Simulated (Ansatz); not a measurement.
# NaHfAl3: relaxing a made-up structure

This structure for NaHfAl3 is made up. Its elements were placed in a known structure type with a cell scaled to their sizes. What cell does the guess relax to, and how far off was it?

Method: DFT, PBE, plane-wave PAW, files of the set soft_1, scalar-relativistic, no spin, cell and ions relaxed at zero pressure; PAW set soft_1, in Ansatz 0.2.0.

## 1. Starting point

The structure is tetragonal, space group I-4m2 (No. 119). Conventional cell: a = 4.425 Å, b = 4.425 Å, c = 10.931 Å, α = 90.00°, β = 90.00°, γ = 90.00°. Nearest to Hf lie 12 Al at 3.38 to 3.52 Å and 4 Na at 3.52 Å. Al has 4 Al at 2.65 Å and 4 Na at 3.13 Å and 4 Hf at 3.52 Å nearest. Nearest to Al lie 3 Al at 2.57 to 2.65 Å and 2 Na at 2.65 Å and 4 Hf at 3.38 Å. Nearest to Na lie 8 Al at 2.65 to 3.13 Å and 4 Hf at 3.52 Å. Farther neighbours are not listed.

## 2. Relaxation of the guess

The guess takes its coordinates from another compound and its volume from a rule, so the cell and any free coordinates are relaxed together.

input.yaml reads:

```yaml
crystal:
  lattice:
    - [-2.2125, 2.2125, 5.4655]
    - [2.2125, -2.2125, 5.4655]
    - [2.2125, 2.2125, -5.4655]
  atoms:
    - { symbol: Hf, position: [0.0, 0.0, 0.0] }
    - { symbol: Al, position: [0.75, 0.25, 0.5] }
    - { symbol: Al, position: [0.3826, 0.3826, 0.0] }
    - { symbol: Al, position: [0.6174, 0.6174, 0.0] }
    - { symbol: Na, position: [0.25, 0.75, 0.5] }
kpoints:
  mp_grid: { grid: [9, 9, 9] }
scf:
  occupations: { method: fermi_dirac, width: 0.05 }
hamiltonian:
  xc: pbe
  pseudopotentials: { kind: paw, azcp: { folder: soft_1 } }
relax:
  f_tol: 0.015
  max_steps: 70
  cell: {}
output:
  forces: true
  stress: true
```

Started as:

```bash
> ansatz run input.yaml --threads 4 --pin off --max-ram 8192MiB --backend cpu --events-out ev --progress --plain --runs-dir out
```

Numbers of over 12 decimals in the logs are rounded to 6 here.

The log of the run:

```text
basis.fft_grid_basis auto: the FFT boxes are laid along the combinations [[1, 0, 1], [0, 1, 1], [0, 0, 1]] of the cell's own vectors, 4.425, 4.425 and 6.298 Å long. The dense box has 30×30×45 points. Along the cell's own vectors, as sized, it would have 45×45×45, 2.25 times as many. Of the 8 symmetry operations that the crystal satisfies within crystal.symmetry.tolerance (time reversal apart; of a slab, those that ke [...]
Engine: ansatz 0.2.0, aarch64-unknown-linux-gnu
Pseudopotentials: kind: paw
Pseudopotential: Hf, paw, valence charge 26, recommended cutoff 420 eV (normal), soft_1/Hf.paw.azcp
Pseudopotential: Al, paw, valence charge 3, recommended cutoff 420 eV (normal), soft_1/Al.paw.azcp
Pseudopotential: Na, paw, valence charge 9, recommended cutoff 420 eV (normal), soft_1/Na.paw.azcp
Functional definition: PBE
  parameter kappa = 0.804
  parameter beta = 0.066725
  exchange = pbe_x(kappa = kappa, mu = beta*pi^2/3)
  correlation = pbe_c(beta = beta)
Crystal: 5 atoms, lattice volume = 107.018 Å³
Basis set: ecut = 420 eV, 2131 PW (Γ), FFT grids on a1+a3, a2+a3, a3, exchange–correlation on 60×60×90 points (8 copies of the dense FFT grid, shifted against one another)
Bands: 27, of which v1, the nominal top of the filled ones, is band 22 counted from 1 (21 counted from 0)
Symmetry: 8 space group operations
Space group: I-4m2 (ITA 119), of the structure as read, at distance tolerance 4.7e-5 Å
k-points: 75 of 729 (time reversal used)
Non-local potential: Hf, projectors of the file, l = 0: 3, l = 1: 2, l = 2: 2, l = 3: 3
Non-local potential: Al, projectors of the file, l = 0: 2, l = 1: 2, l = 2: 1
Non-local potential: Na, projectors of the file, l = 0: 3, l = 1: 2, l = 2: 1
PAW form: soft (Blöchl's): semilocal exchange-correlation on the pseudo side does not see the compensation charge
PAW one-centre angular grid: Hf, 590 points (default); XC on 64 Gauss nodes
PAW one-centre angular grid: Al, 110 points (default); XC on 64 Gauss nodes
PAW one-centre angular grid: Na, 110 points (default); XC on 64 Gauss nodes
Initial density: superposition of atomic densities (chi_scale 0.1, normalization cell, long waves kept (reshape's long-wave potential 0.00 eV rms))
Initial wavefunctions: pseudopotential atomic-orbital guess
Functional: x = pbe(κ = 0.804, μ = 0.219515), c = pbe(β = 0.066725)
SCF iter   1: F=—  HF=-18820.128164 eV  |F-HF|=—  |Δ(HF+E_count)|=         —  Δρ=3.85e-2  dr2=4.74e0  ethr=3.10e-3  ⟨swp⟩=6.1  Hψ=8527  notcnv=0
preconditioner: auto → Kerker (q_TF=auto, 2.353 Å⁻¹)  [metal: Δε(μ)=0.025 eV  Ē_g=9.057 eV  σ=0.050 eV  W_gap=0.13  n_scr=32 (ndim 8)  ℏωp=19.0 eV  f_vac=0.000  D(μ)=2.43/eV (n_scr^D=14)]
SCF iter   2: F=—  HF=-18819.315234 eV  |F-HF|=—  |Δ(HF+E_count)|=   8.13e-1  Δρ=1.88e-2  dr2=9.92e-1  ethr=3.10e-3  ⟨swp⟩=3.7  Hψ=4593  notcnv=0
SCF iter   3: F=—  HF=-18819.157813 eV  |F-HF|=—  |Δ(HF+E_count)|=   1.57e-1  Δρ=6.28e-3  dr2=4.29e-2  ethr=2.25e-3  ⟨swp⟩=2.1  Hψ=3460  notcnv=0
SCF iter   4: F=—  HF=-18819.108876 eV  |F-HF|=—  |Δ(HF+E_count)|=   4.89e-2  Δρ=4.20e-3  dr2=2.92e-2  ethr=9.74e-5  ⟨swp⟩=2.1  Hψ=4360  notcnv=0
SCF iter   5: F=—  HF=-18819.110577 eV  |F-HF|=—  |Δ(HF+E_count)|=   1.70e-3  Δρ=2.87e-3  dr2=2.91e-2  ethr=6.63e-5  ⟨swp⟩=2.1  Hψ=2951  notcnv=0
SCF iter   6: F=—  HF=-18819.105371 eV  |F-HF|=—  |Δ(HF+E_count)|=   5.21e-3  Δρ=7.15e-4  dr2=1.91e-3  ethr=6.62e-5  ⟨swp⟩=1.7  Hψ=2353  notcnv=0
SCF iter   7: F=—  HF=-18819.105063 eV  |F-HF|=—  |Δ(HF+E_count)|=   3.08e-4  Δρ=1.46e-4  dr2=3.84e-5  ethr=4.33e-6  ⟨swp⟩=2.0  Hψ=2375  notcnv=0
SCF iter   8: F=—  HF=-18819.105093 eV  |F-HF|=—  |Δ(HF+E_count)|=   2.98e-5  Δρ=7.02e-5  dr2=1.44e-5  ethr=8.74e-8  ⟨swp⟩=2.0  Hψ=3627  notcnv=0
SCF iter   9: F=—  HF=-18819.105089 eV  |F-HF|=—  |Δ(HF+E_count)|=   3.86e-6  Δρ=1.84e-5  dr2=6.68e-7  ethr=3.27e-8  ⟨swp⟩=2.0  Hψ=3306  notcnv=0
SCF iter  10: F=-18819.105089 eV  HF=-18819.105089 eV  |F-HF|=1.65e-8  |Δ(HF+E_count)|=   2.41e-7  Δρ=3.57e-6  dr2=1.73e-8  ethr=2.27e-10  ⟨swp⟩=5.0  Hψ=7455  notcnv=0
SCF 1 converged in 10 iterations: F = -18819.105089 eV  dr2 = 1.73e-8
  greatest PAW one-centre occupation: 0.999 electrons in one spin orbital (limit 2), on the Na atom at site 4 (counted from 0), in its partial waves of l = 0
relax step   1: F+E_penalty+E_count = -18819.10508874 eV  Δ(F+E_penalty+E_count) = +0.000e0 eV  max|allowed force component| = 1.388e0 eV/Å  Δτ_max = 0.0000 Å  P = -3.825 GPa  Ω = 107.018 Å³  (10 SCF iters, dr2 threshold 1.00e-7 eV, accepted)
Crystal: 5 atoms, lattice volume = 99.250 Å³
Basis set: ecut = 420 eV, 1951 PW (Γ), FFT grids on a1+a3, a2+a3, a3, exchange–correlation on 60×60×90 points (8 copies of the dense FFT grid, shifted against one another)
Initial density: handed on by an earlier stage of this run
Initial wavefunctions: those handed on with the density
iter 1 solved again at ethr=2.34e-4 eV; its pass at ethr=3.10e-3 eV (dr2=1.03e-1 eV) is discarded
SCF iter   1: F=—  HF=-18819.617184 eV  |F-HF|=—  |Δ(HF+E_count)|=         —  Δρ=5.99e-3  dr2=1.05e-1  ethr=2.34e-4  ⟨swp⟩=2.0  Hψ=13484  notcnv=0
preconditioner: auto → Kerker (q_TF=auto, 2.382 Å⁻¹)  [metal: Δε(μ)=0.008 eV  Ē_g=9.748 eV  σ=0.050 eV  W_gap=0.04  n_scr=24 (ndim 8)  ℏωp=19.7 eV  f_vac=0.000  D(μ)=2.73/eV (n_scr^D=14)]
SCF iter   2: F=—  HF=-18819.599328 eV  |F-HF|=—  |Δ(HF+E_count)|=   1.79e-2  Δρ=3.92e-3  dr2=5.04e-2  ethr=2.34e-4  ⟨swp⟩=1.2  Hψ=2076  notcnv=0
SCF iter   3: F=—  HF=-18819.589677 eV  |F-HF|=—  |Δ(HF+E_count)|=   9.65e-3  Δρ=7.23e-4  dr2=8.99e-4  ethr=1.14e-4  ⟨swp⟩=2.0  Hψ=2882  notcnv=0
SCF iter   4: F=—  HF=-18819.589452 eV  |F-HF|=—  |Δ(HF+E_count)|=   2.26e-4  Δρ=5.01e-4  dr2=3.55e-4  ethr=2.04e-6  ⟨swp⟩=2.0  Hψ=3687  notcnv=0
SCF iter   5: F=—  HF=-18819.589265 eV  |F-HF|=—  |Δ(HF+E_count)|=   1.87e-4  Δρ=2.04e-4  dr2=1.17e-4  ethr=8.06e-7  ⟨swp⟩=2.1  Hψ=3765  notcnv=0
SCF iter   6: F=—  HF=-18819.589230 eV  |F-HF|=—  |Δ(HF+E_count)|=   3.53e-5  Δρ=7.49e-5  dr2=1.03e-5  ethr=2.66e-7  ⟨swp⟩=2.0  Hψ=3297  notcnv=0
SCF iter   7: F=—  HF=-18819.589226 eV  |F-HF|=—  |Δ(HF+E_count)|=   3.97e-6  Δρ=2.54e-5  dr2=7.01e-7  ethr=2.33e-8  ⟨swp⟩=2.0  Hψ=3429  notcnv=0
SCF iter   8: F=-18819.589225 eV  HF=-18819.589225 eV  |F-HF|=4.30e-8  |Δ(HF+E_count)|=   1.65e-7  Δρ=1.07e-5  dr2=8.98e-8  ethr=1.14e-9  ⟨swp⟩=5.0  Hψ=8905  notcnv=0
SCF 2 converged in 8 iterations: F = -18819.589225 eV  dr2 = 8.98e-8
relax step   2: F+E_penalty+E_count = -18819.58922543 eV  Δ(F+E_penalty+E_count) = -4.841e-1 eV  max|allowed force component| = 1.001e-1 eV/Å  Δτ_max = 0.1340 Å  P = +0.266 GPa  Ω = 99.250 Å³  energy of the carried Pulay correction = +1.133e-3 eV  (8 SCF iters, dr2 threshold 5.00e-7 eV, accepted)
Crystal: 5 atoms, lattice volume = 97.480 Å³
Basis set: ecut = 420 eV, 1903 PW (Γ), FFT grids on a1+a3, a2+a3, a3, exchange–correlation on 60×60×90 points (8 copies of the dense FFT grid, shifted against one another)
iter 1 solved again at ethr=1.38e-4 eV; its pass at ethr=3.10e-3 eV (dr2=6.09e-2 eV) is discarded
SCF iter   1: F=—  HF=-18819.797209 eV  |F-HF|=—  |Δ(HF+E_count)|=         —  Δρ=4.18e-3  dr2=6.23e-2  ethr=1.38e-4  ⟨swp⟩=2.0  Hψ=13954  notcnv=0
preconditioner: auto → Kerker (q_TF=auto, 2.390 Å⁻¹)  [metal: Δε(μ)=0.020 eV  Ē_g=9.770 eV  σ=0.050 eV  W_gap=0.10  n_scr=24 (ndim 8)  ℏωp=19.9 eV  f_vac=0.000  D(μ)=2.28/eV (n_scr^D=10)]
SCF iter   2: F=—  HF=-18819.789085 eV  |F-HF|=—  |Δ(HF+E_count)|=   8.12e-3  Δρ=2.63e-3  dr2=2.52e-2  ethr=1.38e-4  ⟨swp⟩=1.1  Hψ=2037  notcnv=0
SCF iter   3: F=—  HF=-18819.785682 eV  |F-HF|=—  |Δ(HF+E_count)|=   3.40e-3  Δρ=7.13e-4  dr2=7.36e-4  ethr=5.73e-5  ⟨swp⟩=3.0  Hψ=3443  notcnv=0
SCF iter   4: F=—  HF=-18819.785352 eV  |F-HF|=—  |Δ(HF+E_count)|=   3.30e-4  Δρ=4.60e-4  dr2=3.09e-4  ethr=1.67e-6  ⟨swp⟩=3.0  Hψ=4428  notcnv=0
SCF iter   5: F=—  HF=-18819.785173 eV  |F-HF|=—  |Δ(HF+E_count)|=   1.79e-4  Δρ=1.82e-4  dr2=1.33e-4  ethr=7.02e-7  ⟨swp⟩=2.1  Hψ=3715  notcnv=0
SCF iter   6: F=—  HF=-18819.785148 eV  |F-HF|=—  |Δ(HF+E_count)|=   2.54e-5  Δρ=8.31e-5  dr2=1.19e-5  ethr=3.02e-7  ⟨swp⟩=2.0  Hψ=2466  notcnv=0
SCF iter   7: F=—  HF=-18819.785143 eV  |F-HF|=—  |Δ(HF+E_count)|=   4.63e-6  Δρ=3.05e-5  dr2=7.62e-7  ethr=2.71e-8  ⟨swp⟩=2.5  Hψ=4336  notcnv=0
SCF iter   8: F=-18819.785143 eV  HF=-18819.785143 eV  |F-HF|=2.19e-7  |Δ(HF+E_count)|=   3.89e-8  Δρ=1.68e-5  dr2=2.72e-7  ethr=1.14e-9  ⟨swp⟩=5.7  Hψ=9521  notcnv=0
SCF 3 converged in 8 iterations: F = -18819.785143 eV  dr2 = 2.72e-7
relax step   3: F+E_penalty+E_count = -18819.78514297 eV  Δ(F+E_penalty+E_count) = -1.959e-1 eV  max|allowed force component| = 2.187e-1 eV/Å  Δτ_max = 0.0491 Å  P = +1.190 GPa  Ω = 97.480 Å³  energy of the carried Pulay correction = +1.403e-3 eV  (8 SCF iters, dr2 threshold 5.00e-7 eV, accepted)
[...]
relax step   4: F+E_penalty+E_count = -18819.83627465 eV  Δ(F+E_penalty+E_count) = -5.113e-2 eV  max|allowed force component| = 9.349e-2 eV/Å  Δτ_max = 0.0265 Å  P = +0.191 GPa  Ω = 98.735 Å³  energy of the carried Pulay correction = +1.211e-3 eV  (7 SCF iters, dr2 threshold 5.00e-7 eV, accepted)
[...]
relax step   5: F+E_penalty+E_count = -18819.83697521 eV  Δ(F+E_penalty+E_count) = -7.006e-4 eV  max|allowed force component| = 6.979e-2 eV/Å  Δτ_max = 0.0100 Å  P = -0.033 GPa  Ω = 98.980 Å³  energy of the carried Pulay correction = +1.174e-3 eV  (6 SCF iters, dr2 threshold 5.00e-7 eV, accepted)
[...]
relax step   6: F+E_penalty+E_count = -18819.83722799 eV  Δ(F+E_penalty+E_count) = -2.528e-4 eV  max|allowed force component| = 2.195e-3 eV/Å  Δτ_max = 0.0033 Å  P = -0.006 GPa  Ω = 98.972 Å³  energy of the carried Pulay correction = +1.175e-3 eV  (6 SCF iters, dr2 threshold 3.04e-7 eV, accepted)
[...]
relax step   7: F+E_penalty+E_count = -18819.83897473 eV  Δ(F+E_penalty+E_count) = -1.747e-3 eV  max|allowed force component| = 1.506e-5 eV/Å  Δτ_max = 0.0000 Å  P = +0.018 GPa  Ω = 98.972 Å³  stress off target by 1.00e-1 GPa  SCF on the basis re-selected at this cell (its energy is not comparable with the rows above)  (7 SCF iters)
[...]
relax step   8: F+E_penalty+E_count = -18819.83901740 eV  Δ(F+E_penalty+E_count) = -4.267e-5 eV  max|allowed force component| = 2.927e-5 eV/Å  Δτ_max = 0.0009 Å  P = -0.005 GPa  Ω = 99.010 Å³  energy of the carried Pulay correction = -4.907e-6 eV  (5 SCF iters, dr2 threshold 2.50e-8 eV, accepted)
iter 1 solved again at ethr=5.64e-8 eV; its pass at ethr=3.10e-3 eV (dr2=2.48e-5 eV) is discarded
SCF iter   1: F=—  HF=-18819.839051 eV  |F-HF|=—  |Δ(HF+E_count)|=         —  Δρ=3.83e-6  dr2=1.49e-8  ethr=5.64e-8  ⟨swp⟩=4.2  Hψ=13856  notcnv=0
preconditioner: auto → Kerker (q_TF=auto, 2.383 Å⁻¹)  [metal: Δε(μ)=0.007 eV  Ē_g=9.702 eV  σ=0.050 eV  W_gap=0.03  n_scr=24 (ndim 8)  ℏωp=19.7 eV  f_vac=0.000  D(μ)=2.50/eV (n_scr^D=12)]
SCF iter   2: F=—  HF=-18819.839022 eV  |F-HF|=—  |Δ(HF+E_count)|=   2.87e-5  Δρ=2.21e-6  dr2=4.90e-9  ethr=3.39e-11  ⟨swp⟩=3.1  Hψ=4554  notcnv=0
SCF iter   3: F=—  HF=-18819.839022 eV  |F-HF|=—  |Δ(HF+E_count)|=  7.28e-11  Δρ=1.34e-6  dr2=2.27e-9  ethr=1.11e-11  ⟨swp⟩=2.0  Hψ=2550  notcnv=0
SCF iter   4: F=—  HF=-18819.839022 eV  |F-HF|=—  |Δ(HF+E_count)|=  8.73e-11  Δρ=5.15e-7  dr2=7.21e-10  ethr=5.16e-12  ⟨swp⟩=2.0  Hψ=3675  notcnv=0
SCF iter   5: F=—  HF=-18819.839022 eV  |F-HF|=—  |Δ(HF+E_count)|=  9.09e-11  Δρ=2.07e-7  dr2=1.20e-10  ethr=1.64e-12  ⟨swp⟩=2.0  Hψ=2295  notcnv=0
SCF iter   6: F=-18819.839022 eV  HF=-18819.839022 eV  |F-HF|=2.18e-11  |Δ(HF+E_count)|=  3.64e-12  Δρ=7.98e-8  dr2=1.71e-11  ethr=1.00e-12  ⟨swp⟩=4.0  Hψ=7058  notcnv=0
SCF 9 converged in 6 iterations: F = -18819.839022 eV  dr2 = 1.71e-11
relax step   9: F+E_penalty+E_count = -18819.83902229 eV  Δ(F+E_penalty+E_count) = -4.886e-6 eV  max|allowed force component| = 4.866e-5 eV/Å  Δτ_max = 0.0000 Å  P = -0.005 GPa  Ω = 99.010 Å³  stress off target by 7.14e-3 GPa  SCF on the basis re-selected at this cell (its energy is not comparable with the rows above)  (6 SCF iters)
basis re-selected at this cell: Δ(F+E_penalty+E_count) = -4.886e-6 eV, ΔP = +0.000 GPa vs the last step (what re-selecting the basis moved, of the pressure what is left beyond the Pulay correction that the steps carried, after the strain that the cell walked since its last selection, with what the two solves' SCF thresholds leave and, on support functions, any second-order correction that the steps lacked; it is no m [...]
SCF converged after 6 iterations
Free energy (F): -18819.839022 eV
Harris-Foulkes:  -18819.839022 eV  (|F-HF|=2.18e-11)
Internal energy: -18819.818910 eV  (E = F + TS)
E sigma→0 (E₀):  -18819.828966 eV
Entropy (-TS):   -0.020112 eV (-4.022 meV/atom)
Fermi energy:    8.637007 eV
--- Per-component energies (eV) ---
  E_band       = -404.526884
  E_kinetic    = 582.034358
  E_local      = -10191.862691  (includes V_loc(G=0)·N_el)
  E_nonlocal   = 368.751171
  E_hartree    = 4691.974836
  E_xc         = -412.825464
  E_vxc        = -384.927816  (∫ρ·V_xc dr)
  E_paw        = -9396.611180  (= ΣΔE_a)
  E_vpaw       = -162.471636  (= ΣTr[D̂ρ^β])
  E_aug_tail   = 0.000087  (compensation charges beyond the density's cutoff)
  E_ewald      = -4461.280027
  E_smearing   = -0.020112  (= −TS)
  E_closure    = 0.000000  (closes the sum)
  Σ components = -18819.839022   (vs F -18819.839022, Δ=0.00e0)
--- Forces (eV/Å), atoms counted from 1 ---
  atom   1  Hf    -0.00000000     0.00000000    -0.00000000
  atom   2  Al    -0.00000000     0.00000000     0.00000000
  atom   3  Al     0.00000000     0.00000000     0.00004866
  atom   4  Al     0.00000000     0.00000000    -0.00004866
  atom   5  Na     0.00000000     0.00000000     0.00000000
  max |Σ_I F_I| component: 3.53e-17 eV/Å
--- Stress (GPa, compression-positive) ---
       -0.007139       0.000000      -0.000000
        0.000000      -0.007139       0.000000
       -0.000000       0.000000      -0.001417
  P = ⅓ Tr σ = -0.0052 GPa (-0.052 kbar)
--- Relaxed structure (7 steps of the walk, 7 accepted, 2 SCFs on fresh bases) ---
  F+E_penalty+E_count = -18819.83902229 eV   max|allowed force component| = 4.866e-5 eV/Å   (the final SCF, on the basis selected at the relaxed cell)
  cell:  # Å, volume = 99.0103 Å³
    - [-2.012808, 2.012808, 6.109642]
    - [2.012808, -2.012808, 6.109642]
    - [2.012808, 2.012808, -6.109642]
  atoms:
    - { symbol: Hf, position: [0, 0, 0] }
    - { symbol: Al, position: [0.750000, 0.25, 0.500000] }
    - { symbol: Al, position: [0.401249, 0.401249, 0] }
    - { symbol: Al, position: [0.598751, 0.598751, 0] }
    - { symbol: Na, position: [0.25, 0.750000, 0.500000] }
```

Elapsed: 54 s, on 4 threads of Arm Neoverse V1, shared host; peak memory 0.51 GiB; 3.5 min of CPU time.

The steps of the relaxation:

```
step  energy less that of the first step (eV)  largest force component (eV/Å)  pressure (GPa)  volume (Å³)
   1                                   0.0000                          1.3881           -3.83       107.02
   2                                  -0.4841                          0.1001            0.27        99.25
   3                                  -0.6801                          0.2187            1.19        97.48
   4                                  -0.7312                          0.0935            0.19        98.73
   5                                  -0.7319                          0.0698           -0.03        98.98
   6                                  -0.7321                          0.0022           -0.01        98.97
  7*                                  -0.7339                          0.0000            0.02        98.97
   8                                  -0.7339                          0.0000           -0.01        99.01
  9*                                  -0.7339                          0.0000           -0.01        99.01
```

Relaxation steps marked * repeat the geometry before them on a plane-wave basis chosen anew for their cell, so energy and pressure can jump there.

The run keeps the 8 symmetry operations that it works with, so distortions that break them were not tested.

```
conventional cell, symmetrised  before   after   change
                         a (Å)   4.425   4.026   -9.0 %
                         b (Å)   4.425   4.026   -9.0 %
                         c (Å)  10.931  12.219  +11.8 %
              volume (Å³/atom)   21.40   19.80   -7.5 %
```

The atoms that moved most (Å, as changes of fractional coordinates times the final cell):

```
atom     dx     dy      dz  length
 Al4  0.000  0.000  -0.228   0.228
 Al3  0.000  0.000   0.228   0.228
```

Final coordinates:

```xyz
5
Lattice="-2.0128 2.0128 6.1096 2.0128 -2.0128 6.1096 2.0128 2.0128 -6.1096" Properties=species:S:1:pos:R:3 pbc="T T T"
Hf    0.0000    0.0000    0.0000
Al    0.0000    2.0128    3.0548
Al    0.0000    0.0000    4.9030
Al    0.0000    0.0000    7.3163
Na    2.0128    0.0000    3.0548
```

This step gave:

```
free energy             : -18819.8390 eV
energy at zero smearing : -18819.8290 eV
smearing term TS        : 0.02011 eV
Fermi energy            : 8.637 eV
electrons               : 44
symmetry operations     : 8
pressure                : -0.005232 GPa
```

The shortest distance of each pair, which need not be the same contact before and after:

```
 pair  guess (Å)  relaxed (Å)
Al–Al      2.567        2.413
Al–Na      2.645        2.733
Al–Hf      3.382        3.092
Hf–Na      3.516        3.658
Hf–Hf      4.425        4.026
```

The relaxation ends with a largest force component of 4.9e-5 eV/Å and a pressure of -0.01 GPa.

## 3. What came out

```
space group, relaxed : I-4m2
conventional cell    : a = 4.026, b = 4.026, c = 12.219 Å; α = 90.0°, β = 90.0°, γ = 90.0°
volume per atom      : 19.80 Å³ (guess 21.40)
```

In words: NaHfAl3 relaxes to I-4m2 with a = 4.026, b = 4.026 and c = 12.219 Å. The guessed volume was 8 % too large. The space group I-4m2 was held in the relaxation, so the end point is a stationary structure within it and may be a saddle against distortions or other arrangements. Mesh and cutoff weren't tested. Spin-orbit coupling is left out, which can matter for elements this heavy. No dispersion term is used, so weakly bound directions may come out too long. Nothing here tests whether the compound is stable against decomposition.

[Logs are printed without paths, hosts, clocks, repeated set-up lines and the standing remarks that a program may print on its own settings, such as how far it seeks lower states.]

[Hosts, paths, dates, database ids (printed as entryN), source tags and the programs' standing remarks are cut or masked in the printed files.]
